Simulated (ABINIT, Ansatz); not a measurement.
**A GW chain in ABINIT: BaTiO3 (P4mm)**

How does a plane-wave GW calculation on BaTiO3 (P4mm) run from the first input to the gap?

Main program and level: ABINIT 10.8.3; PBE and many-body steps on it, plane waves.

This is a report of a sequence of runs, with most program output left out.

### 1. Set-up

It takes space group P4mm (No. 99, tetragonal). The conventional cell has a = 3.990 Å, b = 3.990 Å, c = 4.023 Å, α = 90.00°, β = 90.00°, γ = 90.00°. Ba has 12 O at 2.80 to 2.87 Å nearest. Nearest to Ti lie 6 O at 1.84 to 2.18 Å. Nearest to O lie 2 Ti at 1.84 to 2.18 Å and 4 Ba at 2.82 Å. Nearest to O lie 2 Ti at 2.00 Å and 4 Ba at 2.80 to 2.87 Å. Farther neighbours and most contacts between anions are not listed.

The cell and positions come from the Crystallography Open Database and are kept as given unless a step says otherwise. Spin-orbit coupling is left out unless a step names it.

### 2. Ground state

This step: ABINIT 10.8.3; DFT, PBE, plane waves, norm-conserving pseudopotentials.

The ground-state density comes first.

Contents of run.abi:

```
acell 3*1.0 Angstrom
rprim 
  3.990480000000 0.000000000000 0.000000000000
  0.000000000000 3.990480000000 0.000000000000
  0.000000000000 0.000000000000 4.023030000000
ntypat 3
znucl 56 22 8
natom 5
typat 1 2 3 3 3
xred 
  0.000000000000 0.000000000000 0.000000000000
  0.500000000000 0.500000000000 0.522000000000
  0.500000000000 0.500000000000 0.979000000000
  0.500000000000 0.000000000000 0.488000000000
  0.000000000000 0.500000000000 0.488000000000
pp_dirpath "pseudos"
pseudos "Ba.upf, Ti.upf, O.upf"
ecut 38
ngkpt 6 6 6
nshiftk 1
shiftk 0 0 0
kptopt 1
chksymbreak 0
nband 26
occopt 1
tolvrs 1e-10
nstep 60
prtwf 0
optforces 0
optstress 0
indata_prefix "in"
outdata_prefix "out"
tmpdata_prefix "tmp"
```

Launch:

```console
$ OMP_NUM_THREADS=1 mpirun -n 4 abinit run.abi > log
```

It took 84 s on 4 MPI ranks of Arm Neoverse V1, shared host; peak memory 0.38 GiB.

Numbers from this step:

- total energy: -3738.4596 eV
- gap: 1.851 eV
- k of the valence top: 0.5, 0.5, 0.5
- k of the conduction bottom: 0, 0, 0
- least direct gap: 2.222 eV

The gap is indirect, with the least direct gap 0.37 eV higher.

### 3. Bands along the symmetry lines

The cheap functional maps the bands first; the places of the edges decide which points the dearer methods must see.

Contents of run.abi:

```
acell 3*1.0 Angstrom
rprim 
  3.990480000000 0.000000000000 0.000000000000
  0.000000000000 3.990480000000 0.000000000000
  0.000000000000 0.000000000000 4.023030000000
ntypat 3
znucl 56 22 8
natom 5
typat 1 2 3 3 3
xred 
  0.000000000000 0.000000000000 0.000000000000
  0.500000000000 0.500000000000 0.522000000000
  0.500000000000 0.500000000000 0.979000000000
  0.500000000000 0.000000000000 0.488000000000
  0.000000000000 0.500000000000 0.488000000000
pp_dirpath "pseudos"
pseudos "Ba.upf, Ti.upf, O.upf"
ecut 38
iscf -2
irdden 1
kptopt 0
nkpt 75
kpt 
  0.00000000 0.00000000 0.00000000
  0.00000000 0.06250000 0.00000000
  0.00000000 0.12500000 0.00000000
  0.00000000 0.18750000 0.00000000
  0.00000000 0.25000000 0.00000000
  0.00000000 0.31250000 0.00000000
  0.00000000 0.37500000 0.00000000
  0.00000000 0.43750000 0.00000000
  0.00000000 0.50000000 0.00000000
  0.06250000 0.50000000 0.00000000
  0.12500000 0.50000000 0.00000000
  0.18750000 0.50000000 0.00000000
  0.25000000 0.50000000 0.00000000
  0.31250000 0.50000000 0.00000000
  0.37500000 0.50000000 0.00000000
  0.43750000 0.50000000 0.00000000
  0.50000000 0.50000000 0.00000000
  0.43750000 0.43750000 0.00000000
  0.37500000 0.37500000 0.00000000
  0.31250000 0.31250000 0.00000000
  0.25000000 0.25000000 0.00000000
  0.18750000 0.18750000 0.00000000
  0.12500000 0.12500000 0.00000000
  0.06250000 0.06250000 0.00000000
  0.00000000 0.00000000 0.00000000
  0.00000000 0.00000000 0.06250000
  0.00000000 0.00000000 0.12500000
  0.00000000 0.00000000 0.18750000
  0.00000000 0.00000000 0.25000000
  0.00000000 0.00000000 0.31250000
  0.00000000 0.00000000 0.37500000
  0.00000000 0.00000000 0.43750000
  0.00000000 0.00000000 0.50000000
  0.00000000 0.06250000 0.50000000
  0.00000000 0.12500000 0.50000000
  0.00000000 0.18750000 0.50000000
  0.00000000 0.25000000 0.50000000
  0.00000000 0.31250000 0.50000000
  0.00000000 0.37500000 0.50000000
  0.00000000 0.43750000 0.50000000
  0.00000000 0.50000000 0.50000000
  0.06250000 0.50000000 0.50000000
  0.12500000 0.50000000 0.50000000
  0.18750000 0.50000000 0.50000000
  0.25000000 0.50000000 0.50000000
  0.31250000 0.50000000 0.50000000
  0.37500000 0.50000000 0.50000000
  0.43750000 0.50000000 0.50000000
  0.50000000 0.50000000 0.50000000
  0.43750000 0.43750000 0.50000000
  0.37500000 0.37500000 0.50000000
  0.31250000 0.31250000 0.50000000
  0.25000000 0.25000000 0.50000000
  0.18750000 0.18750000 0.50000000
  0.12500000 0.12500000 0.50000000
  0.06250000 0.06250000 0.50000000
  0.00000000 0.00000000 0.50000000
  0.00000000 0.50000000 0.00000000
  0.00000000 0.50000000 0.06250000
  0.00000000 0.50000000 0.12500000
  0.00000000 0.50000000 0.18750000
  0.00000000 0.50000000 0.25000000
  0.00000000 0.50000000 0.31250000
  0.00000000 0.50000000 0.37500000
  0.00000000 0.50000000 0.43750000
  0.00000000 0.50000000 0.50000000
  0.50000000 0.50000000 0.00000000
  0.50000000 0.50000000 0.06250000
  0.50000000 0.50000000 0.12500000
  0.50000000 0.50000000 0.18750000
  0.50000000 0.50000000 0.25000000
  0.50000000 0.50000000 0.31250000
  0.50000000 0.50000000 0.37500000
  0.50000000 0.50000000 0.43750000
  0.50000000 0.50000000 0.50000000
istwfk *1
nband 27
nbdbuf 2
tolwfr 1e-08
nstep 40
prtwf 0
prtvol 0
indata_prefix "in"
outdata_prefix "out"
tmpdata_prefix "tmp"
```

Run time: 98 s. Hardware: 4 MPI ranks; peak memory 0.41 GiB.

Numbers from this step:

| Property | Result |
| --- | --- |
| gap | 1.851 eV |
| k of the valence top | 0.5, 0.5, 0.5 |
| k of the conduction bottom | 0, 0, 0 |
| least direct gap | 2.222 eV |

The gap is 1.851 eV, as in the run before at this level.

The electronic bands at the labelled points (eV, zero at the top of the highest filled band):

```tsv
point	band 17	band 18	band 19	band 20	band 21	band 22	band 23	band 24
Γ	-1.18	-0.45	-0.37	-0.37	1.85	2.22	2.22	4.12
halfway	-1.52	-1.26	-0.81	-0.67	2.27	2.80	2.85	4.27
X	-1.84	-1.67	-1.13	-0.97	2.34	3.57	3.64	4.24
halfway	-1.68	-1.53	-1.12	-0.50	2.90	3.65	3.72	4.77
M	-1.83	-1.08	-1.08	-0.07	3.66	3.66	4.02	4.77
halfway	-1.95	-1.19	-0.93	-0.51	2.76	2.98	3.16	4.76
Γ	-1.18	-0.45	-0.37	-0.37	1.85	2.22	2.22	4.12
halfway	-1.61	-1.32	-0.55	-0.55	1.93	2.99	2.99	4.12
Z	-1.96	-1.94	-0.71	-0.71	2.00	3.68	3.68	4.12
halfway	-1.43	-1.30	-1.11	-0.67	2.87	3.69	3.72	4.79
R	-1.75	-0.92	-0.89	-0.25	3.60	3.70	4.02	4.96
halfway	-2.49	-0.62	-0.53	-0.21	3.89	3.91	4.14	6.26
A	-2.42	-0.18	-0.18	0.00	4.25	4.26	4.26	6.47
halfway	-2.17	-0.89	-0.72	-0.66	3.36	3.80	3.84	6.00
Z	-1.96	-1.94	-0.71	-0.71	2.00	3.68	3.68	4.12
jump to X	-1.84	-1.67	-1.13	-0.97	2.34	3.57	3.64	4.24
halfway	-1.48	-1.41	-1.22	-0.64	3.05	3.59	3.75	4.82
R	-1.75	-0.92	-0.89	-0.25	3.60	3.70	4.02	4.96
jump to M	-1.83	-1.08	-1.08	-0.07	3.66	3.66	4.02	4.77
halfway	-2.57	-0.72	-0.72	-0.04	3.94	3.94	4.13	6.07
A	-2.42	-0.18	-0.18	0.00	4.25	4.26	4.26	6.47
```

### 4. Empty states on the mesh, 4×4×4 mesh, 322 bands

The sums over transitions need many empty states on a uniform mesh; this step solves for them.

Contents of run.abi:

```
acell 3*1.0 Angstrom
rprim 
  3.990480000000 0.000000000000 0.000000000000
  0.000000000000 3.990480000000 0.000000000000
  0.000000000000 0.000000000000 4.023030000000
ntypat 3
znucl 56 22 8
natom 5
typat 1 2 3 3 3
xred 
  0.000000000000 0.000000000000 0.000000000000
  0.500000000000 0.500000000000 0.522000000000
  0.500000000000 0.500000000000 0.979000000000
  0.500000000000 0.000000000000 0.488000000000
  0.000000000000 0.500000000000 0.488000000000
pp_dirpath "pseudos"
pseudos "Ba.upf, Ti.upf, O.upf"
ecut 38
ngkpt 4 4 4
nshiftk 1
shiftk 0 0 0
kptopt 1
chksymbreak 0
irdden 1
istwfk *1
nband 322
prtvol 0
optdriver 6
gwr_task "HDIAGO"
paral_kgb 0
occopt 1
indata_prefix "in"
outdata_prefix "out"
tmpdata_prefix "tmp"
```

It took 6.7 min on 4 MPI ranks; peak memory 5.3 GiB.

Numbers from this step:

```yaml
gap: 1.851 eV
k_of_the_valence_top: 0.5, 0.5, 0.5
k_of_the_conduction_bottom: 0, 0, 0
least_direct_gap: 2.222 eV
k_points_computed: 18
lowest_point_of_the_top_converged_band_above_the_valence_top: 145.1917 eV
```

On this mesh the gap is 1.851 eV.

### 5. Screening, 4×4×4 mesh, 314 bands, screening to 217.7 eV

The RPA dielectric matrix is built and inverted for each q.

This step: RPA screening on PBE, plane waves, norm-conserving pseudopotentials.

Edit run.abi of step 4 so:

```diff
@@ -23,10 +23,11 @@
 chksymbreak 0
-irdden 1
 istwfk *1
-nband 322
-prtvol 0
-optdriver 6
-gwr_task "HDIAGO"
-paral_kgb 0
 occopt 1
+irdwfk 1
+optdriver 3
+nband 314
+ecuteps 8
+inclvkb 2
+awtr 1
+symchi 1
 indata_prefix "in"
```

The job ended after 14 min (4 MPI ranks; peak memory 4.3 GiB; 55 min of CPU time).

Numbers from this step:

* ε∞ with local fields, on this mesh, along the program's q direction: 5.791
* the same without local fields: 6.438
* plasma frequency: 29.34 eV
* plane waves in the screening matrix: 461

Local fields lower ε∞ by 10 %. On a Γ-centred mesh this coarse the value itself is usually too large, while a short band sum pulls it down.

### 6. Self-energy, 4×4×4 mesh, 314 bands, screening to 217.7 eV

The self-energy is evaluated for the states that the input lists, and the levels follow from it, in one-shot runs by the linearised quasiparticle equation.

This step: G0W0 on PBE, plane waves, norm-conserving pseudopotentials.

Edit run.abi of step 5 so:

```diff
@@ -26,8 +26,17 @@
 irdwfk 1
-optdriver 3
+optdriver 4
 nband 314
+gwcalctyp 0
+ecutsigx 38
+symsigma 1
+nkptgw 2
+kptgw 
+  0.5000000000 0.5000000000 0.5000000000
+  0.0000000000 0.0000000000 0.0000000000
+bdgw 
+  18 23
+  19 23
 ecuteps 8
-inclvkb 2
-awtr 1
-symchi 1
+irdscr 1
+ppmodel 1
 indata_prefix "in"
```

Run time: 2.6 min. Hardware: 4 MPI ranks; peak memory 4.5 GiB; 10 min of CPU time.

This step gave:

```yaml
g0w0_gap_on_the_points_computed: 3.338 eV
starting_gap_on_the_mesh: 1.851 eV
k_of_the_valence_top: 0.5, 0.5, 0.5
k_of_the_conduction_bottom: 0, 0, 0
z_at_the_valence_top: 0.761
z_at_the_conduction_bottom: 0.778
least_direct_g0w0_gap_on_the_computed_points: 3.732 eV
```

The gap on the mesh goes from 1.85 eV to 3.34 eV, a correction of +1.49 eV.

Limits: finite bands, cutoff and mesh; no spin-orbit coupling; coarse k mesh. v1 is the top filled band, c1 the lowest empty one. The levels before and after the correction (eV, zero at the valence-band top of each column):

```tsv
	conduction bottom	valence top
Kohn-Sham	1.85	0.00
G0W0	3.34	0.00
```

```tsv
	level	energy (eV)
Kohn-Sham	(0.5 0.5 0.5) v3-v2	-0.176
Kohn-Sham	(0.5 0.5 0.5) v1	0.000
Kohn-Sham	(0.5 0.5 0.5) c1	4.248
Kohn-Sham	(0.5 0.5 0.5) c2-c3	4.260
Kohn-Sham	Γ v2-v1	-0.371
Kohn-Sham	Γ c1	1.851
Kohn-Sham	Γ c2-c3	2.219
G0W0	(0.5 0.5 0.5) v3-v2	-0.209
G0W0	(0.5 0.5 0.5) v1	0.000
G0W0	(0.5 0.5 0.5) c1	6.034
G0W0	(0.5 0.5 0.5) c2-c3	6.073
G0W0	Γ v2-v1	-0.394
G0W0	Γ c1	3.338
G0W0	Γ c2-c3	3.725
```

### 7. Where the time went

Times are wall times on 4 MPI ranks of Arm Neoverse V1, shared host, good to a factor of about two.

```tsv
step	time	share	memory (GiB)
ground state	84 s	5 %	0.38
bands along the symmetry lines	98 s	6 %	0.41
empty states on the mesh	6.7 min	26 %	5.3
screening	14 min	53 %	4.3
self-energy	2.6 min	10 %	4.5
```

### 8. Outcome

```
PBE gap              : 1.85 eV, indirect
G0W0 gap on the mesh : 3.34 eV
GW settings          : 4×4×4 mesh, 314 bands, screening to 217.7 eV, Godby-Needs plasmon pole
known limits         : not at the basis limit; no spin-orbit coupling; coarse k mesh
```

**Reading.** G0W0 moves the gap on the mesh from 1.85 eV to 3.34 eV (+1.49 eV), with Z of 0.76 and 0.78 at the edges. Local fields lower the RPA ε∞ on this mesh from 6.44 to 5.79; a Γ-centred mesh this coarse tends to raise both, most where the direct gap is narrow, while a short band sum lowers them. Only 2 of the mesh's irreducible points were corrected, so a valley elsewhere could overtake. The dearest step here is «screening». Bands and cutoff are finite, so the gap is not at the basis limit. The miss can reach some tenths of an eV and take either sign; the mesh is an error of its own. In the G0W0 run levels were corrected at 2 k points alone, so a gap called «on the mesh» is the least over those, and an edge elsewhere would be missed. The 4×4×4 mesh is coarse for this cell, which bears on the long-range parts of exchange and screening. The many-body steps are scalar-relativistic: spin-orbit coupling is not in them.

[Paths, hosts, dates, memory and timing lines, banners, echoed tables and standing remarks are left out of the program output.]

[Logs are printed without paths, hosts, clocks, repeated set-up lines and the standing remarks that a program may print on its own settings, such as how far it seeks lower states.]

[Runs of the session that timed out or met a known fault of the program may be left out.]

[Hosts, paths, dates, database ids (printed as entryN), source tags and the programs' standing remarks are cut or masked in the printed files.]

[G0W0 gaps are taken among the corrected bands and points alone; a level outside them can change the order at an edge.]

[Where Ansatz stands beside ABINIT at settings called matched, ABINIT's density can come from a denser mesh and the files from another edition; pairs whose starting gaps differed by over 0.03 eV were left out, so agreement reads better than it is.]
